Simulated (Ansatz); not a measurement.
# What BiAs (model cell, started as NiAs type) distorts into, part 3 of 3

Wanted: the energy along a soft mode of BiAs (model cell, started as NiAs type) and the structure at the end.

Ansatz 0.2.0; DFT PBE, scalar-relativistic, plane waves, PAW.

So far. Step 5 (Energy along the mode, all amplitudes (two of the runs …): The lowest of the steps tried is at 0.14 Å, 7.25 meV/atom below the parent; the bottom of the well need not coincide with a step. Step 7 (The new phase in its own primitive cell): The largest force component left is 0.28 meV/Å and the pressure is 0.000 GPa, within the tolerances set. The cell now holds 28.53 Å³/atom. The relaxed cell has a, b, c = 8.754, 4.258, 6.124 Å (conventional setting).

The structure was built from a prototype and need not be the compound's stable phase.

**8. Modes of the new phase, k-mesh 4×8×6**

A relaxed structure may still be a saddle point, so its zone-centre modes are computed. No field response is asked, since the mesh shows no gap.

Contents of input.yaml:

```yaml
crystal:
  lattice:
    - [8.7535979287, 0.0, 0.0]
    - [0.0, 4.2578674953, 0.0]
    - [0.0, 0.0, 6.1240654005]
  atoms:
    - { symbol: Bi, position: [0.845315556, 0.75, 0.7350686207] }
    - { symbol: Bi, position: [0.154684444, 0.25, 0.2649313793] }
    - { symbol: Bi, position: [0.345315556, 0.75, 0.7649313793] }
    - { symbol: Bi, position: [0.654684444, 0.25, 0.2350686207] }
    - { symbol: As, position: [0.3748055878, 0.75, 0.2335840741] }
    - { symbol: As, position: [0.1251944122, 0.25, 0.7335840741] }
    - { symbol: As, position: [0.6251944122, 0.25, 0.7664159259] }
    - { symbol: As, position: [0.8748055878, 0.75, 0.2664159259] }
kpoints:
  mp_grid: { grid: [4, 8, 6] }
hamiltonian:
  xc: pbe
scf:
  occupations: { method: methfessel_paxton, width: 0.2 }
output:
  eigenvalues: true
phonons:
  method: dfpt
```

Started as:

```
$ ansatz run input.yaml --threads 4 --pin off --max-ram 7168MiB --backend cpu --events-out ev --progress --plain --runs-dir out
```

Numbers of over 12 decimals in the logs are rounded to 6 here.

The log of the run:

```text
zone centre: on kpoints.mp_grid the ground state, and the responses unless they are solved on pairs of k-points, stand on 70 of the mesh's 192 k-points, reduced under 2 symmetry operations, with k and −k counted as one. Each operation leaves every solved displacement unchanged or reverses it
[...]
Crystal: 8 atoms, lattice volume = 228.254 Å³
Basis set: ecut = 420 eV, 4455 PW (Γ), exchange–correlation on 120×60×96 points (8 copies of the dense FFT grid, shifted against one another)
Bands: 72, of which v1, the nominal top of the filled ones, is band 60 counted from 1 (59 counted from 0)
Symmetry: 8 space group operations
k-points: 70 of 192 (irreducible under 2 space group operations, time reversal used)
[...]
SCF iter   1: F=—  HF=-69010.609879 eV  |F-HF|=—  |Δ(HF+E_count)|=         —  Δρ=1.77e-3  dr2=8.75e-3  ethr=1.77e-3  ⟨swp⟩=6.0  Hψ=17965  notcnv=0
[...]
SCF iter  12: F=-69010.605080 eV  HF=-69010.605080 eV  |F-HF|=0.00e0  |Δ(HF+E_count)|=    0.00e0  S|Δr|=    0.00e0  Δρ=2.37e-8  dr2=1.68e-12  ethr=1.00e-12  ⟨swp⟩=10.8  Hψ=27953  notcnv=0
SCF 1 converged in 12 iterations: F = -69010.605080 eV  dr2 = 1.68e-12
[...]
DFPT response loops at Γ: preconditioner auto → Kerker (q_TF=auto, 2.451 Å⁻¹) (partly filled bands, converged f_vac=0.007); β = 1.00, the filter's whole step (`scf.mixing.beta` (0.50) is not read by the response loops under this deck's `scf.mixing.preconditioner`; to damp them name `kerker` or `kerker_dos`, under which they read `scf.mixing.beta`, and type it under 1.00, their step now; both keys bind the ground state too); Broyden in place of MSR1
SCF converged after 12 iterations
[...]
Free energy (F): -69010.605080 eV
[...]
Internal energy: -69010.615442 eV  (E = F + TS)
E sigma→0 (E₀):  -69010.607670 eV
Entropy (-TS):   0.010362 eV (1.295 meV/atom)
Fermi energy:    9.838042 eV
[...]
--- Band table (eV; the first three rows and the last of 70) ---
  k-point 0: bands = [... 56 lower, 8.3826, 8.6349, 9.2440, 9.3861, 10.4329, 10.8599, 11.2446, 11.7567, ... 8 higher]
  k-point 1: bands = [... 56 lower, 8.6824, 8.7613, 9.2366, 9.5474, 10.3641, 10.6061, 10.9864, 11.5674, ... 8 higher]
  k-point 2: bands = [... 56 lower, 9.0651, 9.0712, 9.3569, 9.8396, 10.1973, 10.3798, 10.4049, 10.4616, ... 8 higher]
  k-point 69: bands = [... 56 lower, 9.2506, 9.2506, 9.2506, 9.2506, 10.4173, 10.4173, 10.4173, 10.4173, ... 8 higher]
--- Phonons (Γ-DFPT): 6 representative perturbations + reference, on 70 of 192 k-points (Σ response iterations 18) ---
  k mesh reduced under 2 symmetry operations, with k and −k counted as one. Each operation leaves every solved displacement unchanged or reverses it
  ASR residual: 1.271e-4 → 0.000e0 eV/Å²; symmetrization residual: 4.224e-5 eV/Å²
  ASR residual per site (eV/Å²): 1.19e-4 1.19e-4 1.19e-4 1.19e-4 1.27e-4 1.27e-4 1.27e-4 1.27e-4
  Γ frequencies (cm⁻¹): -22.65 0.00 0.00 0.00 24.48 31.18 37.01 49.75 54.53 55.09 55.91 57.00 75.01 81.00 94.68 96.33 98.70 115.61 131.39 139.61 140.39 146.07 156.03 162.57
  non-analytic LO–TO correction: not included (Born effective charges unavailable; polar crystals: no LO–TO splitting at Γ)
```

Wall time 4 min (4 threads of Arm Neoverse V2, shared host); peak memory 3.8 GiB.

This step gave:

| Property | Result |
| --- | --- |
| sum-rule residual before enforcement | 1.27e-4 eV/Å² |
| point group | mmm |
| highest optical mode at the zone centre (no LO-TO term) | 162.6 cm⁻¹ |
| lowest optical zone-centre mode | -22.65 cm⁻¹ |

Patterns of degenerate modes are one choice out of their space. Modes at Γ, with each element's share of the kinetic energy (negative means imaginary):

| mode | frequency (cm⁻¹) | symmetry | Bi % | As % |
| --- | --- | --- | --- | --- |
| 1 | -22.6 | B2u | 26 | 74 |
| 2 | 0.0 | acoustic | 74 | 26 |
| 3 | 0.0 | acoustic | 74 | 26 |
| 4 | 0.0 | acoustic | 74 | 26 |
| 5 | 24.5 | Ag | 73 | 27 |
| 6 | 31.2 | B1g | 93 | 7 |
| 7 | 37.0 | Ag | 86 | 14 |
| 8 | 49.8 | B3g | 87 | 13 |
| 9 | 54.5 | B1u | 26 | 74 |
| 10 | 55.1 | B2g | 86 | 14 |
| 11 | 55.9 | Au | 87 | 13 |
| 12 | 57.0 | B3u | 80 | 20 |
| 13 | 75.0 | B2g | 84 | 16 |
| 14 | 81.0 | B1u | 86 | 14 |
| 15 | 94.7 | Ag | 27 | 73 |
| 16 | 96.3 | B1g | 7 | 93 |
| 17 | 98.7 | B3u | 30 | 70 |
| 18 | 115.6 | Ag | 13 | 87 |
| 19 | 131.4 | B3u | 16 | 84 |
| 20 | 139.6 | B2g | 15 | 85 |
| 21 | 140.4 | Au | 13 | 87 |
| 22 | 146.1 | B3g | 13 | 87 |
| 23 | 156.0 | B1u | 14 | 86 |
| 24 | 162.6 | B2g | 15 | 85 |

Displacements in mode 1 (-22.6 cm⁻¹), the largest set to 1:
```
Bi1  0.00 -0.36  0.00
Bi2  0.00 -0.36  0.00
Bi3  0.00 -0.36  0.00
Bi4  0.00 -0.36  0.00
As5  0.00  1.00  0.00
As6  0.00  1.00  0.00
As7  0.00  1.00  0.00
As8  0.00  1.00  0.00
```

Displacements in mode 13 (75.0 cm⁻¹), the largest set to 1:
```
Bi1  1.00  0.00 -0.14
Bi2 -1.00  0.00  0.14
Bi3 -1.00  0.00 -0.14
Bi4  1.00  0.00  0.14
As5 -0.71  0.00 -0.18
As6 -0.71  0.00  0.18
As7  0.71  0.00  0.18
As8  0.71  0.00 -0.18
```

Before it was imposed, the acoustic sum rule was missed by 1.3e-4 eV/Å². Small misses are needed for a sound result but don't prove that mesh and cutoff are converged. The lowest optical mode is imaginary, 22.6i cm⁻¹, so the energy falls along it.

**9. The phases reached**

The phases reached along the modes that were followed are set side by side.

Energies are those of the first relaxation, on the mesh of the frozen mode; space group, volume and gap are those of the last relaxation. Phases, by row:

| mode frozen in | space group | energy from parent (meV/atom) | volume (Å³/atom) | gap on mesh (eV) | lowest zone-centre optical mode (cm⁻¹) | largest shift (Å) |
| --- | --- | --- | --- | --- | --- | --- |
| parent | P6_3/mmc | 0 | 28.01 | 0 | – | – |
| q = (0, 0, 0), 113i cm⁻¹ | P6_3mc | -73.09 | 30.73 | 0 | 25.6 | 0.286 |
| q = (0, -0.5, 0), 85i cm⁻¹ | Pnma | -66 | 28.53 | 0 | -22.6 | 1.431 |

**10. What came out**

```yaml
unstable_mode_of_the_parent: q = (0, -0.5, 0), 85i cm⁻¹
depth_at_the_lowest_point_sampled: 7.25 meV/atom
largest_atomic_shift_at_that_point: 0.14 Å
space_group_reached_within_0p01_a: Pnma
energy_gained_over_the_parent_first_relaxation_on_the_mesh_of_the_frozen_mode: 66.0 meV/atom
volume_per_atom_phase_reached: 28.5 Å³
lowest_optical_zone_centre_mode_phase_reached: -22.6 cm⁻¹
highest_optical_mode_at_the_zone_centre_no_lo_to_term_phase_reached: 163 cm⁻¹
```

**Reading.** From this start the structure relaxes into Pnma, 66.0 meV/atom below the parent. At the parent's cell the well is 7.246 meV/atom deep on the steps tried, with its lowest point at a shift of 0.14 Å. Relaxing atoms and cell changes the gain by +58.75 meV/atom against the lowest step (energies at zero smearing). Most of the total comes from this relaxation. The frozen pattern makes up only 15 % of the final shifts of the atoms, so other modes or strain give most of the change. The new phase still has an imaginary mode at the zone centre of its cell, so it is a saddle point on the way to a lower structure. Of the 2 patterns followed to their end from this parent, this one ends 7.09 meV/atom above the lowest, P6_3mc. Each path keeps the symmetry of its pattern, so a lower phase may lie along a pattern not tried. The q mesh stands for a supercell only 8.4 Å across, so branches between the solved wavevectors are rough. With no gap, or one that is small against the smearing, the frequencies hang on the k mesh and the smearing, most of all near Kohn anomalies. Spin-orbit coupling is left out, which can matter for the heavy elements here. A phonon run warned that its eigensolver left some bands unconverged in a pass. The starting cell was built on a prototype and not taken from a measurement, so the phase need not exist.

[Logs are printed without paths, hosts, clocks, repeated set-up lines and the standing remarks that a program may print on its own settings, such as how far it seeks lower states.]

[Hosts, paths, dates, database ids (printed as entryN), source tags and the programs' standing remarks are cut or masked in the printed files.]
